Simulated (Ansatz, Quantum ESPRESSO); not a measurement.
# Al: work function by face, part 4 of 6

Wanted: work functions of Al face by face, under two functionals.

Quantum ESPRESSO 7.5; plane-wave DFT, PBE, GBRV ultrasoft pseudopotentials; geometry and cross-check by Ansatz 0.2.0 with PAW datasets.

So far. Step 7 (Relaxation with Ansatz of (100)): The relaxation lowers the energy by 3 meV an atom. Held were the atoms numbered 3; the forces quoted are those on the free ones. Step 11 (Electrostatic potential of (100)): On (100) the work function under LDA lies +0.15 eV from PBE's.

**12. Geometry from Ansatz of (110)**

Level of this step: plane-wave DFT, PBE, Ansatz PAW (Ansatz 0.2.0).

System of this step: Al(110), 7 layers. The cell holds 7 atoms: 7 Al. Cell: a = 4.050 Å, b = 2.864 Å, c = 24.591 Å, α = 90.0°, β = 90.0°, γ = 90.0°. It derives from Al. Vacuum lies along c.

Input file input.yaml:

```yaml
crystal:
  lattice:
    - [4.05, 0.0, 0.0]
    - [0.0, 2.8637824638, 0.0]
    - [0.0, 0.0, 24.5913473914]
  atoms:
    - { symbol: Al, position: [0.0, 0.0, 0.3253176767] }
    - { symbol: Al, position: [0.5, 0.5, 0.3835451178] }
    - { symbol: Al, position: [0.0, 0.0, 0.4417725589] }
    - { symbol: Al, position: [0.5, 0.5, 0.5] }
    - { symbol: Al, position: [0.0, 0.0, 0.5582274411] }
    - { symbol: Al, position: [0.5, 0.5, 0.6164548822] }
    - { symbol: Al, position: [0.0, 0.0, 0.6746823233] }
kpoints:
  mp_grid: { grid: [8, 10, 1] }
hamiltonian:
  xc: pbe
scf:
  occupations: { method: fermi_dirac, width: 0.1 }
  convergence: { dr2_threshold: 1.0e-08 }
efield:
  axis: 3
  dipole_correction: true
  ramp_position: 0.97
  ramp_width: 0.04
relax:
  f_tol: 0.01
  constraints: [{ sites: [2, 3, 4] }]
output:
  write_potential: true
  write_density: true
  volumetric_format: npy
```

The run is started by

```sh
$ ansatz run input.yaml --threads 2 --pin off --max-ram 4096MiB --backend cpu --events-out ev --progress --plain --runs-dir out
```

Numbers of over 12 decimals in the logs are rounded to 6 here.

Log:

```text
[...]
Crystal: 7 atoms, lattice volume = 285.218 Å³
Basis set: ecut = 420 eV, 5603 PW (Γ), exchange–correlation on 60×40×360 points (8 copies of the dense FFT grid, shifted against one another)
Bands: 18, of which v1, the nominal top of the filled ones, is band 11 counted from 1 (10 counted from 0)
Symmetry: 4 space group operations
k-points: 30 of 80
[...]
SCF iter   1: F=—  HF=-3761.066581 eV  |F-HF|=—  |Δ(HF+E_count)|=         —  Δρ=1.25e-3  dr2=2.65e-2  ethr=1.77e-3  p=-0.000 e·Å  D=-1.60e-4 V/Å  ΔV_dip=0.00 eV  dr2_dipole=1.01e-5  V_vac-E_F(+/−)=4.00/3.99 eV  ⟨swp⟩=9.3  Hψ=3947  notcnv=0
[...]
SCF iter   7: F=-3761.064415 eV  HF=-3761.064415 eV  |F-HF|=1.66e-9  |Δ(HF+E_count)|=   2.03e-8  Δρ=2.76e-7  dr2=3.78e-10  ethr=4.76e-11  p=0.000 e·Å  D=2.61e-7 V/Å  ΔV_dip=-0.00 eV  dr2_dipole=2.93e-13  V_vac-E_F(+/−)=4.06/4.06 eV  ⟨swp⟩=9.1  Hψ=3233  notcnv=0
SCF 1 converged in 7 iterations: F = -3761.064415 eV  dr2 = 3.78e-10
[...]
relax step   1: F+E_penalty+E_count = -3761.06441510 eV  Δ(F+E_penalty+E_count) = +0.000e0 eV  max|allowed force component| = 2.795e-1 eV/Å  Δτ_max = 0.0000 Å  (7 SCF iters, accepted)
[...]
SCF iter   7: F=-3761.102338 eV  HF=-3761.102338 eV  |F-HF|=1.89e-9  |Δ(HF+E_count)|=   1.92e-8  Δρ=2.72e-7  dr2=2.87e-10  ethr=4.76e-11  p=0.000 e·Å  D=1.50e-7 V/Å  ΔV_dip=-0.00 eV  dr2_dipole=2.53e-16  V_vac-E_F(+/−)=4.05/4.05 eV  ⟨swp⟩=9.3  Hψ=3447  notcnv=0
SCF 2 converged in 7 iterations: F = -3761.102338 eV  dr2 = 2.87e-10
[...]
relax step   2: F+E_penalty+E_count = -3761.10233769 eV  Δ(F+E_penalty+E_count) = -3.792e-2 eV  max|allowed force component| = 5.319e-2 eV/Å  Δτ_max = 0.0801 Å  (7 SCF iters, accepted)
SCF iter   1: F=—  HF=-3761.104520 eV  |F-HF|=—  |Δ(HF+E_count)|=         —  Δρ=5.90e-4  dr2=1.08e-2  ethr=1.89e-4  p=0.000 e·Å  D=1.54e-7 V/Å  ΔV_dip=-0.00 eV  dr2_dipole=5.50e-12  V_vac-E_F(+/−)=4.04/4.04 eV  ⟨swp⟩=2.0  Hψ=1534  notcnv=0  defer=6
[...]
SCF iter   6: F=-3761.103593 eV  HF=-3761.103593 eV  |F-HF|=1.61e-9  |Δ(HF+E_count)|=   4.72e-8  Δρ=4.68e-7  dr2=2.78e-9  ethr=4.76e-11  p=0.000 e·Å  D=1.57e-7 V/Å  ΔV_dip=-0.00 eV  dr2_dipole=5.08e-16  V_vac-E_F(+/−)=4.04/4.04 eV  ⟨swp⟩=9.6  Hψ=3467  notcnv=0
SCF 3 converged in 6 iterations: F = -3761.103593 eV  dr2 = 2.78e-9
relax step   3: F+E_penalty+E_count = -3761.10359259 eV  Δ(F+E_penalty+E_count) = -1.255e-3 eV  max|allowed force component| = 9.307e-3 eV/Å  Δτ_max = 0.0273 Å  (6 SCF iters, accepted)
[...]
SCF converged after 6 iterations
Free energy (F): -3761.103593 eV
[...]
Internal energy: -3760.993068 eV  (E = F + TS)
E sigma→0 (E₀):  -3761.048330 eV
Entropy (-TS):   -0.110524 eV (-15.789 meV/atom)
Fermi energy:    0.872930 eV
Dipole field:    D = 0.000000 V/Å  (p = 0.000000 e·Å, saw-weighted, corrected)
Work function:   Φ+ = 4.0435 eV   Φ− = 4.0435 eV
[...]
--- Forces (eV/Å), atoms counted from 1 ---
  atom   1  Al     0.00000000     0.00000000     0.00833920
  atom   2  Al     0.00000000     0.00000000     0.00930685
  atom   3  Al     0.00000000     0.00000000    -0.10178751
  atom   4  Al     0.00000000     0.00000000    -0.00000002
  atom   5  Al     0.00000000     0.00000000     0.10178750
  atom   6  Al     0.00000000     0.00000000    -0.00930678
  atom   7  Al     0.00000000     0.00000000    -0.00833923
  max |Σ_I F_I| component: 2.45e-8 eV/Å
--- Band table (eV; the first three rows and the last of 30) ---
  k-point 0: bands = [... 7 lower, -0.9104, -0.3763, 0.4129, 0.5584, 1.1202, 2.2488, 2.4901, 3.3933, ... 3 higher]
  k-point 1: bands = [... 7 lower, -0.7455, -0.2043, 0.5775, 0.7271, 1.2689, 2.3947, 2.6555, 3.5127, ... 3 higher]
  k-point 2: bands = [... 7 lower, -0.2506, 0.2545, 1.0717, 1.1197, 1.1829, 2.0369, 2.2728, 2.6780, ... 3 higher]
  k-point 29: bands = [... 7 lower, -1.9810, -1.3431, -1.2917, -1.2495, -0.1209, 0.1468, 1.2308, 1.3969, ... 3 higher]
--- Relaxed structure (3 steps of the walk, 3 accepted, 0 SCFs on fresh bases) ---
  F+E_penalty+E_count = -3761.10359259 eV   max|allowed force component| = 9.307e-3 eV/Å
  atoms:
    - { symbol: Al, position: [0.0, 0.0, 0.327951] }
    - { symbol: Al, position: [0.5, 0.5, 0.380461] }
    - { symbol: Al, position: [0.0, 0.0, 0.4417725589] }
    - { symbol: Al, position: [0.5, 0.5, 0.5] }
    - { symbol: Al, position: [0.0, 0.0, 0.5582274411] }
    - { symbol: Al, position: [0.5, 0.5, 0.619539] }
    - { symbol: Al, position: [0.0, 0.0, 0.672049] }
```

It took 21 s on 2 threads of Arm Neoverse V2, shared host; peak memory 0.48 GiB.

The steps of the relaxation:

```tsv
step	energy less that of the first step (eV)	largest force component (eV/Å)
1	0.0000	0.2795
2	-0.0379	0.0532
3	-0.0392	0.0093
```

The atoms that moved most (Å):

```tsv
atom	dx	dy	dz	length
Al2	0.000	0.000	-0.076	0.076
Al6	0.000	0.000	0.076	0.076
Al1	0.000	0.000	0.065	0.065
Al7	0.000	0.000	-0.065	0.065
```

The relaxation lowers the energy by 6 meV an atom. Held were the atoms numbered 3, 4 and 5; the forces quoted are those on the free ones.

Read from the output:

| Item | Value |
| --- | --- |
| free energy | -3761.1036 eV |
| energy at zero smearing | -3761.0483 eV |
| smearing term TS | 0.1105 eV |
| Fermi energy | 0.8729 eV |
| symmetry operations | 4 |
| work function of the upper face | 4.043 eV |
| work function of the lower face | 4.043 eV |
| dipole along the normal | 2.07e-7 e·Å |

(Part 4 of 6 ends here.)

[Logs are printed without paths, hosts, clocks, repeated set-up lines and the standing remarks that a program may print on its own settings, such as how far it seeks lower states.]

[Hosts, paths, dates, database ids (printed as entryN), source tags and the programs' standing remarks are cut or masked in the printed files.]

[Maps of the electrostatic potential energy from Ansatz leave out the sawtooth potential of an applied field or a dipole correction, so their vacuum need not be flat; planar profiles and work functions include it.]
